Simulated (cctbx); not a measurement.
# Reading a Patterson map

Space group Pmm2 (no. 25), a = 5.4440 Å, b = 7.5110 Å, c = 5.5870 Å, α = 90.00°, β = 90.00°, γ = 90.00°, content Fe2 Cr2 Ca4 O12.

Simulated single-crystal data (cctbx): Mo Kα, λ = 0.71073 Å, to d = 0.84 Å, 95 % of the full sphere, strongest reflection 70000 counts, noise from counting, a 2 % proportional error and a noise floor of 8 counts (s.d.); no absorption, some extinction.

Patterson synthesis from sharpened amplitudes, origin scaled to 1000:

```text
Patterson group P m m m
      u       v       w   height  length (A)
  0.000   0.000   0.000   1000.0     0.00
  0.500   0.000   0.500    960.1     3.90
  0.000   0.500   0.000    928.2     3.76
  0.500   0.500   0.500    924.9     5.41
  0.000   0.249   0.500    719.0     3.36
  0.500   0.250   0.000    716.2     3.31
  0.000   0.251   0.000    236.4     1.88
  0.249   0.000   0.251    236.3     1.95
  0.249   0.500   0.251    234.7     4.23
  0.500   0.251   0.500    231.6     4.33
  0.250   0.250   0.250    191.6     2.71
  0.000   0.000   0.500    186.5     2.79
  0.500   0.000   0.000    185.4     2.72
  0.500   0.500   0.000    184.0     4.64
```

**Question.** Which atom pairs make the peaks, and where is the heaviest atom?

A peak at u stands for all pairs with xi − xj = u, with weight Σ ZiZj against Σ Z² = 4872 at the origin. Peak heights follow these weights only roughly, since form factors, motion and series ripples differ, all vectors within 0.55 Å of a peak are counted as merged into it though the farther ones add only part of their weight, and F(000) is left out, which lowers the whole map:

| u | v | w | shortest length (Å) | height | 1000 ΣZiZj/ΣZ² | pairs in the cell |
| --- | --- | --- | --- | --- | --- | --- |
| 0.500 | 0.000 | 0.500 | 3.90 | 960 | 998 | 4 × Fe–Cr, 4 × Ca–Ca, 12 × O–O |
| 0.000 | 0.500 | 0.000 | 3.76 | 928 | 998 | 4 × Fe–Cr, 4 × Ca–Ca, 12 × O–O |
| 0.500 | 0.500 | 0.500 | 5.41 | 925 | 1000 | 4 × Ca–Ca, 2 × Fe–Fe, 2 × Cr–Cr, 12 × O–O |
| 0.000 | 0.249 | 0.500 | 3.36 | 719 | 821 | 4 × Fe–Ca, 4 × Cr–Ca |
| 0.500 | 0.250 | 0.000 | 3.31 | 716 | 821 | 4 × Fe–Ca, 4 × Cr–Ca |
| 0.000 | 0.251 | 0.000 | 1.89 | 236 | 328 | 4 × Fe–O, 4 × Cr–O |
| 0.249 | 0.000 | 0.251 | 1.95 | 236 | 328 | 4 × Fe–O, 4 × Cr–O |
| 0.249 | 0.500 | 0.251 | 4.23 | 235 | 328 | 4 × Fe–O, 4 × Cr–O |
| 0.500 | 0.251 | 0.500 | 4.33 | 232 | 328 | 4 × Fe–O, 4 × Cr–O |
| 0.250 | 0.250 | 0.250 | 2.71 | 192 | 368 | 8 × Ca–O, 8 × O–O |

The table stops at ten peaks or at a height of 45, below which ripples compete. In the model behind the data Fe, the heaviest element, has 2 independent sites: (0, 1/2, 0.9882) and (1/2, 0, 0.4866), up to an allowed shift of origin; the Fe–Fe vectors are differences of these positions and their symmetry mates. Elements of similar Z can't be told apart from the map alone. The whole model:

```
atom  mult.       x       y       z  Ueq (Å²)
 Fe1      1       0     1/2  0.9882    0.0158
 Fe2      1     1/2       0  0.4866    0.0162
 Cr1      1     1/2     1/2  0.4825    0.0164
 Cr2      1       0       0  0.9799    0.0165
 Ca1      2     1/2  0.7433  0.0131    0.0170
 Ca2      2       0  0.7332  0.5027    0.0164
  O1      2  0.2426       0  0.7156    0.0224
  O2      2       0  0.7452  0.9782    0.0240
  O3      2  0.2550     1/2  0.2382    0.0220
  O4      2  0.7617     1/2  0.7314    0.0237
  O5      2  0.7516       0  0.2305    0.0275
  O6      2     1/2  0.2490  0.4692    0.0184
```

The model was made for the exercise: a known structure type with other elements put in, its volume estimated, not relaxed; displacement parameters are assumed.

[Logs are printed without paths, hosts, clocks, repeated set-up lines and the standing remarks that a program may print on its own settings, such as how far it seeks lower states.]
